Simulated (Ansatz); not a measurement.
# The perfect C wire along [111], 38 atoms a period, H-terminated, part 2 of 3

What gap, if any, does the C wire along [111], 38 atoms a period, H-terminated have, and how does it change with the functional and under strain?

Ansatz 0.2.0; DFT PBE, plane waves, PAW; relaxation of a wire's period; PAW set soft_1 (the session's first sound run).

So far. Step 2 (Relaxation of atoms and period): The cell's length comes to 6.291 Å with spin left out.

## Step 3: The wire at its relaxed period

This step: DFT PBE, plane waves, PAW; bands of a perfect wire; PAW set soft_1 (Ansatz 0.2.0).

At the relaxed period the bands are computed along the axis; those that cross an energy going forward count the channels that a perfect wire would open there.

File input.yaml:

```yaml
crystal:
  lattice:
    - [13.678, 0.0, 0.0]
    - [0.0, 14.742, 0.0]
    - [0.0, 0.0, 6.2911531085]
  atoms:
    - { symbol: C, position: [0.407574988, 0.353025718, 0.003211304] }
    - { symbol: C, position: [0.499988842, 0.499989039, 0.998438701] }
    - { symbol: C, position: [0.592402695, 0.353025718, 0.003211304] }
    - { symbol: C, position: [0.683370516, 0.49921524, 0.003214177] }
    - { symbol: C, position: [0.316607168, 0.500762907, 0.246785823] }
    - { symbol: C, position: [0.409020596, 0.352250956, 0.2467838] }
    - { symbol: C, position: [0.407574988, 0.646952429, 0.246788696] }
    - { symbol: C, position: [0.499988842, 0.499989108, 0.251561299] }
    - { symbol: C, position: [0.590957088, 0.352250956, 0.2467838] }
    - { symbol: C, position: [0.592402695, 0.646952429, 0.246788696] }
    - { symbol: C, position: [0.683370516, 0.500762907, 0.246785823] }
    - { symbol: H, position: [0.250631184, 0.633562409, 0.271451213] }
    - { symbol: H, position: [0.499988842, 0.232838395, 0.271446426] }
    - { symbol: H, position: [0.749346499, 0.633562409, 0.271451213] }
    - { symbol: H, position: [0.249678119, 0.465832266, 0.300658556] }
    - { symbol: H, position: [0.342951919, 0.315939221, 0.300660314] }
    - { symbol: H, position: [0.406715681, 0.718196292, 0.300665192] }
    - { symbol: H, position: [0.593262003, 0.718196292, 0.300665192] }
    - { symbol: H, position: [0.657025765, 0.315939221, 0.300660314] }
    - { symbol: H, position: [0.750299565, 0.465832266, 0.300658556] }
    - { symbol: C, position: [0.316401761, 0.598332715, 0.33139423] }
    - { symbol: C, position: [0.406706457, 0.450020424, 0.33445814] }
    - { symbol: C, position: [0.499988842, 0.599928624, 0.33446147] }
    - { symbol: C, position: [0.499988842, 0.303301679, 0.331390233] }
    - { symbol: C, position: [0.593271227, 0.450020424, 0.33445814] }
    - { symbol: C, position: [0.683575923, 0.598332715, 0.33139423] }
    - { symbol: C, position: [0.31512131, 0.599019795, 0.574343503] }
    - { symbol: C, position: [0.406326263, 0.449815894, 0.583919665] }
    - { symbol: C, position: [0.499988842, 0.600335021, 0.583921595] }
    - { symbol: C, position: [0.499988842, 0.30192907, 0.574340133] }
    - { symbol: C, position: [0.59365142, 0.449815894, 0.583919665] }
    - { symbol: C, position: [0.684856373, 0.599019795, 0.574343503] }
    - { symbol: H, position: [0.247511904, 0.433022335, 0.619499717] }
    - { symbol: H, position: [0.311250729, 0.330599839, 0.619504374] }
    - { symbol: H, position: [0.436254228, 0.736341212, 0.619505804] }
    - { symbol: H, position: [0.563723456, 0.736341212, 0.619505804] }
    - { symbol: H, position: [0.688726955, 0.330599839, 0.619504374] }
    - { symbol: H, position: [0.75246578, 0.433022335, 0.619499717] }
    - { symbol: H, position: [0.247511904, 0.566955811, 0.630500283] }
    - { symbol: H, position: [0.311250729, 0.669378308, 0.630495626] }
    - { symbol: H, position: [0.436254228, 0.263636935, 0.630494196] }
    - { symbol: H, position: [0.563723456, 0.263636935, 0.630494196] }
    - { symbol: H, position: [0.688726955, 0.669378308, 0.630495626] }
    - { symbol: H, position: [0.75246578, 0.566955811, 0.630500283] }
    - { symbol: C, position: [0.31512131, 0.400958351, 0.675656497] }
    - { symbol: C, position: [0.406326263, 0.550162253, 0.666080335] }
    - { symbol: C, position: [0.499988842, 0.399643126, 0.666078405] }
    - { symbol: C, position: [0.499988842, 0.698049077, 0.675659867] }
    - { symbol: C, position: [0.59365142, 0.550162253, 0.666080335] }
    - { symbol: C, position: [0.684856373, 0.400958351, 0.675656497] }
    - { symbol: C, position: [0.316401761, 0.401645432, 0.91860577] }
    - { symbol: C, position: [0.406706457, 0.549957723, 0.91554186] }
    - { symbol: C, position: [0.499988842, 0.400049523, 0.91553853] }
    - { symbol: C, position: [0.499988842, 0.696676468, 0.918609767] }
    - { symbol: C, position: [0.593271227, 0.549957723, 0.91554186] }
    - { symbol: C, position: [0.683575923, 0.401645432, 0.91860577] }
    - { symbol: H, position: [0.249678119, 0.53414588, 0.949341444] }
    - { symbol: H, position: [0.342951919, 0.684038926, 0.949339686] }
    - { symbol: H, position: [0.406715681, 0.281781855, 0.949334808] }
    - { symbol: H, position: [0.593262003, 0.281781855, 0.949334808] }
    - { symbol: H, position: [0.657025765, 0.684038926, 0.949339686] }
    - { symbol: H, position: [0.750299565, 0.53414588, 0.949341444] }
    - { symbol: H, position: [0.250631184, 0.366415738, 0.978548787] }
    - { symbol: H, position: [0.499988842, 0.767139751, 0.978553574] }
    - { symbol: H, position: [0.749346499, 0.366415738, 0.978548787] }
    - { symbol: C, position: [0.316607168, 0.49921524, 0.003214177] }
    - { symbol: C, position: [0.409020596, 0.64772719, 0.0032162] }
    - { symbol: C, position: [0.590957088, 0.64772719, 0.0032162] }
kpoints:
  mp_grid: { grid: [1, 1, 13] }
  band_path: { path: ["Γ", Z], npoints: 90 }
scf:
  occupations: { method: fermi_dirac, width: 0.05 }
hamiltonian:
  xc: pbe
  pseudopotentials: { kind: paw, azcp: { folder: soft_1 } }
output:
  dos: { e_range: [-5, 4] }
  write_potential: true
  write_density: true
  volumetric_format: npy
```

Started as:

```
$ ansatz run input.yaml --threads 16 --pin off --max-ram 61440MiB --backend cuda --events-out ev --progress --plain --runs-dir out --max-vram 78GiB
```

Numbers of over 12 decimals in the logs are rounded to 6 here.

Output:

```text
[...]
Crystal: 68 atoms, lattice volume = 1268.555 Å³
Basis set: ecut = 420 eV, 24773 PW (Γ)
Bands: 159, of which v1, the nominal top of the filled ones, is band 91 counted from 1 (90 counted from 0)
Symmetry: 4 space group operations
[...]
k-points: 7 of 13
[...]
SCF iter   1: F=—  HF=-10045.011278 eV  |F-HF|=—  |Δ(HF+E_count)|=         —  Δρ=7.80e-2  dr2=8.51e1  ethr=3.10e-3  ⟨swp⟩=7.9  Hψ=6090  notcnv=0  defer=160
[...]
SCF iter   6: F=—  HF=-10015.177554 eV  |F-HF|=—  |Δ(HF+E_count)|=   3.02e-3  Δρ=2.39e-4  dr2=3.87e-4  ethr=2.95e-6  ⟨swp⟩=2.0  Hψ=1262  notcnv=0  defer=429
[...]
SCF iter   8: F=—  HF=-10015.178030 eV  |F-HF|=—  |Δ(HF+E_count)|=   1.82e-4  Δρ=1.26e-5  dr2=1.54e-6  ethr=2.58e-8  ⟨swp⟩=2.0  Hψ=1742  notcnv=0  defer=429
[...]
SCF iter  10: F=-10015.178031 eV  HF=-10015.178031 eV  |F-HF|=9.54e-9  |Δ(HF+E_count)|=   4.81e-8  Δρ=1.32e-6  dr2=1.31e-8  ethr=5.49e-11  ⟨swp⟩=28.6  Hψ=10157  notcnv=0
SCF 1 converged in 10 iterations: F = -10015.178031 eV  dr2 = 1.31e-8
[...]
NSCF: frozen V_eff on 91 k-points
[...]
SCF converged after 10 iterations
[...]
```

It took 6.2 s on 1 × NVIDIA GB200 with 16 threads of Arm Neoverse V2, shared host; peak memory 1.6 GiB.

This step gave:

| Item | Value |
| --- | --- |
| band gap | 3.465 eV |

The electronic bands at the labelled points (eV, zero at the Fermi level; v1 is the highest filled band, c1 the lowest empty one):

| point | v4 | v3 | v2 | v1 | c1 | c2 | c3 | c4 |
| --- | --- | --- | --- | --- | --- | --- | --- | --- |
| Γ | -2.58 | -2.19 | -2.19 | -1.72 | 1.75 | 2.20 | 2.32 | 2.47 |
| halfway | -2.95 | -2.34 | -2.23 | -2.23 | 1.92 | 2.40 | 2.54 | 2.68 |
| Z | -2.58 | -2.58 | -2.51 | -2.51 | 2.49 | 2.57 | 2.98 | 3.03 |

The gap is 3.47 eV, with spin left out.

The path shows a direct gap of 3.46 eV (valence top at Γ, conduction bottom at Γ).

## Step 4: Levels at the same atoms, cutoff 500 eV, k-mesh 1×1×10

This step: DFT r2SCAN, plane waves, PAW; bands of a perfect wire at the PBE geometry; PAW set soft_1 (Ansatz 0.2.0).

The atoms stay at the PBE geometry and the functional changes. r2SCAN also reads the kinetic-energy density; it often gives larger moments and wider gaps than PBE, at a higher cost. Against the first PBE run of this kind, the cutoff is 500 eV against 420 and the mesh along the wire has 10 points against 13.

input.yaml: that of step 3 with these lines changed.

```diff
@@ -75,3 +75,3 @@
 kpoints:
-  mp_grid: { grid: [1, 1, 13] }
+  mp_grid: { grid: [1, 1, 10] }
   band_path: { path: ["Γ", Z], npoints: 90 }
@@ -80,8 +80,3 @@
 hamiltonian:
-  xc: pbe
+  xc: r2scan
   pseudopotentials: { kind: paw, azcp: { folder: soft_1 } }
-output:
-  dos: { e_range: [-5, 4] }
-  write_potential: true
-  write_density: true
-  volumetric_format: npy
```

Output:

```text
[...]
Crystal: 68 atoms, lattice volume = 1268.555 Å³
Basis set: ecut = 500 eV, 32235 PW (Γ), exchange–correlation on 400×432×192 points (64 copies of the dense FFT grid, shifted against one another)
Bands: 159, of which v1, the nominal top of the filled ones, is band 91 counted from 1 (90 counted from 0)
Symmetry: 4 space group operations
[...]
k-points: 6 of 10
[...]
SCF iter   1: F=—  HF=-10066.954908 eV  |F-HF|=—  |Δ(HF+E_count)|=         —  Δρ=7.53e-2  dr2=7.75e1  dr2_τ=1.18e1  ethr=3.10e-3  ⟨swp⟩=8.0  Hψ=5329  notcnv=0  defer=125
[...]
SCF iter   6: F=—  HF=-10045.346866 eV  |F-HF|=—  |Δ(HF+E_count)|=   3.40e-3  Δρ=1.84e-4  dr2=2.40e-4  dr2_τ=4.13e-5  ethr=2.70e-6  ⟨swp⟩=2.0  Hψ=1141  notcnv=0  defer=366
[...]
SCF iter   8: F=—  HF=-10045.347397 eV  |F-HF|=—  |Δ(HF+E_count)|=   9.08e-5  Δρ=1.03e-5  dr2=8.91e-7  dr2_τ=1.42e-7  ethr=1.46e-8  ⟨swp⟩=2.0  Hψ=1450  notcnv=0  defer=366
[...]
SCF iter  10: F=-10045.347398 eV  HF=-10045.347398 eV  |F-HF|=1.68e-8  |Δ(HF+E_count)|=   7.78e-8  Δρ=1.01e-6  dr2=8.12e-9  dr2_τ=8.09e-10  ethr=5.49e-11  ⟨swp⟩=6.0  Hψ=3203  notcnv=0
SCF 1 converged in 10 iterations: F = -10045.347398 eV  dr2 = 8.12e-9
[...]
the band table was solved once the SCF had ended and its energy, with any forces and stress, was formed, with the checks that follow a solve (4967 applications of the Hamiltonian). They found nothing against the state; the energy, forces and stress were not computed again (output.eigenvalues in the input reference)
[...]
SCF converged after 10 iterations
[...]
```

It took 8.3 s on 1 × NVIDIA GB200 with 16 threads; peak memory 2.9 GiB.

Numbers from this step:

```
band gap : 4.036 eV
```

Electronic bands along the path, in eV, zero at the Fermi level; v1 is the highest filled band, c1 the lowest empty one:

| point | v4 | v3 | v2 | v1 | c1 | c2 | c3 | c4 |
| --- | --- | --- | --- | --- | --- | --- | --- | --- |
| Γ | -2.93 | -2.52 | -2.52 | -2.00 | 2.04 | 2.50 | 2.66 | 2.78 |
| halfway | -3.32 | -2.67 | -2.57 | -2.57 | 2.21 | 2.71 | 2.87 | 2.99 |
| Z | -2.94 | -2.94 | -2.86 | -2.86 | 2.79 | 2.86 | 3.27 | 3.38 |

The gap is 4.04 eV, against 3.47 eV under PBE at the relaxed period.

## Step 5: At a strained period, period over the relaxed period 1.03, k-mesh 1×1×10

This step: DFT PBE, plane waves, PAW; relaxation at a fixed period; PAW set soft_1 (Ansatz 0.2.0).

The period is set to 1.03 times the relaxed one and the atoms relax within it: strain changes bond lengths and angles, which shifts the bands against each other. Against the first PBE run of this kind, the mesh along the wire has 10 points against 13.

The cell differs from the one that the last finished run ended in (c 6.291 → 6.480 Å).

input.yaml: that of step 4 with these lines changed.

```diff
@@ -4,3 +4,3 @@
     - [0.0, 14.742, 0.0]
-    - [0.0, 0.0, 6.2911531085]
+    - [0.0, 0.0, 6.4798877018]
   atoms:
@@ -80,3 +80,8 @@
 hamiltonian:
-  xc: r2scan
+  xc: pbe
   pseudopotentials: { kind: paw, azcp: { folder: soft_1 } }
+relax:
+  max_steps: 40
+  f_tol: 0.02
+output:
+  stress: true
```

Output:

```text
Warning: output.stress: scf.convergence.dr2_threshold = 1e-7 eV (the SCF's general default) is looser than the 6.8e-9 eV advised for a printed stress (1e-10 eV for each atom of the cell: 68). What an SCF threshold leaves in a stress goes as its square root, and in the free energy as the threshold itself, and one threshold admits the most on a small cell: [figures from the program's tests cut] Every solve of this run answers to scf.convergence.dr2_threshold,  [...]
[...]
Crystal: 68 atoms, lattice volume = 1306.612 Å³
Basis set: ecut = 420 eV, 25533 PW (Γ), exchange–correlation on 192×200×90 points (8 copies of the dense FFT grid, shifted against one another)
Bands: 159, of which v1, the nominal top of the filled ones, is band 91 counted from 1 (90 counted from 0)
Symmetry: 4 space group operations
[...]
k-points: 6 of 10
[...]
SCF iter   1: F=—  HF=-10042.683211 eV  |F-HF|=—  |Δ(HF+E_count)|=         —  Δρ=7.52e-2  dr2=8.06e1  ethr=3.10e-3  ⟨swp⟩=7.3  Hψ=5068  notcnv=0  defer=186
[...]
SCF iter   2: F=—  HF=-10017.396080 eV  |F-HF|=—  |Δ(HF+E_count)|=    2.53e1  Δρ=3.40e-2  dr2=9.97e0  ethr=3.10e-3  ⟨swp⟩=3.8  Hψ=1978  notcnv=0  defer=372
[...]
SCF iter   8: F=-10014.498456 eV  HF=-10014.498456 eV  |F-HF|=6.67e-7  |Δ(HF+E_count)|=   2.41e-5  Δρ=1.19e-5  dr2=1.24e-6  ethr=5.49e-9  ⟨swp⟩=4.7  Hψ=2617  notcnv=0
SCF 1 converged in 8 iterations: F = -10014.498456 eV  dr2 = 1.24e-6
[...]
relax step   1: F+E_penalty+E_count = -10014.49845635 eV  Δ(F+E_penalty+E_count) = +0.000e0 eV  max|allowed force component| = 4.523e-1 eV/Å  Δτ_max = 0.0000 Å  (8 SCF iters, dr2 threshold 1.00e-5 eV, accepted)
[...]
SCF 2 converged in 6 iterations: F = -10014.635408 eV  dr2 = 5.77e-7
[...]
relax step   2: F+E_penalty+E_count = -10014.63540838 eV  Δ(F+E_penalty+E_count) = -1.370e-1 eV  max|allowed force component| = 2.505e-1 eV/Å  Δτ_max = 0.0500 Å  (6 SCF iters, dr2 threshold 1.28e-5 eV, accepted)
[...]
SCF 3 converged in 5 iterations: F = -10014.648454 eV  dr2 = 7.80e-7
[...]
relax step   3: F+E_penalty+E_count = -10014.64845368 eV  Δ(F+E_penalty+E_count) = -1.305e-2 eV  max|allowed force component| = 6.219e-2 eV/Å  Δτ_max = 0.0162 Å  (5 SCF iters, dr2 threshold 3.92e-6 eV, accepted)
[...]
relax step   4: F+E_penalty+E_count = -10014.64987050 eV  Δ(F+E_penalty+E_count) = -1.417e-3 eV  max|allowed force component| = 2.867e-2 eV/Å  Δτ_max = 0.0037 Å  (5 SCF iters, accepted)
[...]
SCF 5 converged in 5 iterations: F = -10014.649950 eV  dr2 = 9.64e-9
relax step   5: F+E_penalty+E_count = -10014.64995029 eV  Δ(F+E_penalty+E_count) = -7.979e-5 eV  max|allowed force component| = 1.276e-2 eV/Å  Δτ_max = 0.0021 Å  (5 SCF iters, accepted)
[...]
SCF converged after 5 iterations
[...]
- { symbol: C, position: [0.682854, 0.500647, 0.245321] }
    - { symbol: H, position: [0.250890, 0.633425, 0.275822] }
    - { symbol: H, position: [0.499989, 0.233116, 0.275820] }
    - { symbol: H, position: [0.749088, 0.633425, 0.275822] }
    - { symbol: H, position: [0.249832, 0.465598, 0.295597] }
    - { symbol: H, position: [0.342812, 0.316182, 0.295607] }
    - { symbol: H, position: [0.407012, 0.718189, 0.295598] }
    - { symbol: H, position: [0.592966, 0.718189, 0.295598] }
    - { symbol: H, position: [0.657166, 0.316182, 0.295607] }
    - { symbol: H, position: [0.750145, 0.465598, 0.295597] }
    - { symbol: C, position: [0.317113, 0.597954, 0.330748] }
    - { symbol: C, position: [0.406606, 0.449967, 0.334386] }
    - { symbol: C, position: [0.499989, 0.600036, 0.334387] }
    - { symbol: C, position: [0.499989, 0.304064, 0.330747] }
    - { symbol: C, position: [0.593372, 0.449967, 0.334386] }
    - { symbol: C, position: [0.682865, 0.597954, 0.330748] }
    - { symbol: C, position: [0.315828, 0.598649, 0.569729] }
    - { symbol: C, position: [0.406304, 0.449804, 0.584632] }
    - { symbol: C, position: [0.499989, 0.600357, 0.584633] }
    - { symbol: C, position: [0.499989, 0.302684, 0.569728] }
    - { symbol: C, position: [0.593673, 0.449804, 0.584632] }
    - { symbol: C, position: [0.684150, 0.598649, 0.569729] }
    - { symbol: H, position: [0.247637, 0.432992, 0.627433] }
    - { symbol: H, position: [0.311319, 0.330699, 0.627455] }
    - { symbol: H, position: [0.436325, 0.736241, 0.627449] }
    - { symbol: H, position: [0.563653, 0.736241, 0.627449] }
    - { symbol: H, position: [0.688659, 0.330699, 0.627455] }
    - { symbol: H, position: [0.752341, 0.432992, 0.627433] }
    - { symbol: H, position: [0.247637, 0.566986, 0.622567] }
    - { symbol: H, position: [0.311319, 0.669279, 0.622545] }
    - { symbol: H, position: [0.436325, 0.263737, 0.622551] }
    - { symbol: H, position: [0.563653, 0.263737, 0.622551] }
    - { symbol: H, position: [0.688659, 0.669279, 0.622545] }
    - { symbol: H, position: [0.752341, 0.566986, 0.622567] }
    - { symbol: C, position: [0.315828, 0.401329, 0.680271] }
    - { symbol: C, position: [0.406304, 0.550174, 0.665368] }
    - { symbol: C, position: [0.499989, 0.399622, 0.665367] }
    - { symbol: C, position: [0.499989, 0.697294, 0.680272] }
    - { symbol: C, position: [0.593673, 0.550174, 0.665368] }
    - { symbol: C, position: [0.684150, 0.401329, 0.680271] }
    - { symbol: C, position: [0.317113, 0.402025, 0.919252] }
    - { symbol: C, position: [0.406606, 0.550011, 0.915614] }
    - { symbol: C, position: [0.499989, 0.399942, 0.915613] }
    - { symbol: C, position: [0.499989, 0.695914, 0.919253] }
    - { symbol: C, position: [0.593372, 0.550011, 0.915614] }
    - { symbol: C, position: [0.682865, 0.402025, 0.919252] }
    - { symbol: H, position: [0.249832, 0.534380, 0.954403] }
    - { symbol: H, position: [0.342812, 0.683796, 0.954393] }
    - { symbol: H, position: [0.407012, 0.281789, 0.954402] }
    - { symbol: H, position: [0.592966, 0.281789, 0.954402] }
    - { symbol: H, position: [0.657166, 0.683796, 0.954393] }
    - { symbol: H, position: [0.750145, 0.534380, 0.954403] }
    - { symbol: H, position: [0.250890, 0.366553, 0.974178] }
    - { symbol: H, position: [0.499989, 0.766863, 0.974180] }
    - { symbol: H, position: [0.749088, 0.366553, 0.974178] }
    - { symbol: C, position: [0.317124, 0.499331, 0.00467865] }
    - { symbol: C, position: [0.409171, 0.647253, 0.00467807] }
    - { symbol: C, position: [0.590807, 0.647253, 0.00467807] }
```

Wall time 7.8 s (1 × NVIDIA GB200 with 16 threads); peak memory 1.6 GiB; 72 s of CPU time.

Step by step:

| step | energy less that of the first step (eV) | largest force component (eV/Å) |
| --- | --- | --- |
| 1 | 0.0000 | 0.4523 |
| 2 | -0.1370 | 0.2505 |
| 3 | -0.1500 | 0.0622 |
| 4 | -0.1514 | 0.0287 |
| 5 | -0.1515 | 0.0128 |

The run keeps the 4 symmetry operations that it works with, so distortions that break them were not tested.

The atoms that moved most (Å):

| atom | dx | dy | dz | length |
| --- | --- | --- | --- | --- |
| H43 | -0.001 | -0.001 | -0.052 | 0.052 |
| H40 | 0.001 | -0.001 | -0.052 | 0.052 |
| H37 | -0.001 | 0.001 | 0.052 | 0.052 |
| H34 | 0.001 | 0.001 | 0.052 | 0.052 |
| H36 | -0.001 | -0.001 | 0.051 | 0.052 |
| H35 | 0.001 | -0.001 | 0.051 | 0.052 |
| H42 | -0.001 | 0.001 | -0.051 | 0.052 |
| H41 | 0.001 | 0.001 | -0.051 | 0.052 |

This step gave:

```yaml
band_gap: 3.448 eV
```

Electronic bands along the path, in eV, zero at the Fermi level; v1 is the highest filled band, c1 the lowest empty one:

| point | v4 | v3 | v2 | v1 | c1 | c2 | c3 | c4 |
| --- | --- | --- | --- | --- | --- | --- | --- | --- |
| Γ | -2.65 | -2.25 | -2.25 | -1.70 | 1.74 | 2.20 | 2.33 | 2.47 |
| halfway | -3.03 | -2.43 | -2.31 | -2.31 | 1.90 | 2.40 | 2.52 | 2.66 |
| Z | -2.63 | -2.63 | -2.56 | -2.56 | 2.42 | 2.52 | 2.93 | 2.98 |

The gap is 3.45 eV, against 3.47 eV under PBE at the relaxed period.

(Continued in part 3 of 3.)

[Logs are printed without paths, hosts, clocks, repeated set-up lines and the standing remarks that a program may print on its own settings, such as how far it seeks lower states.]

[Hosts, paths, dates, database ids (printed as entryN), source tags and the programs' standing remarks are cut or masked in the printed files.]
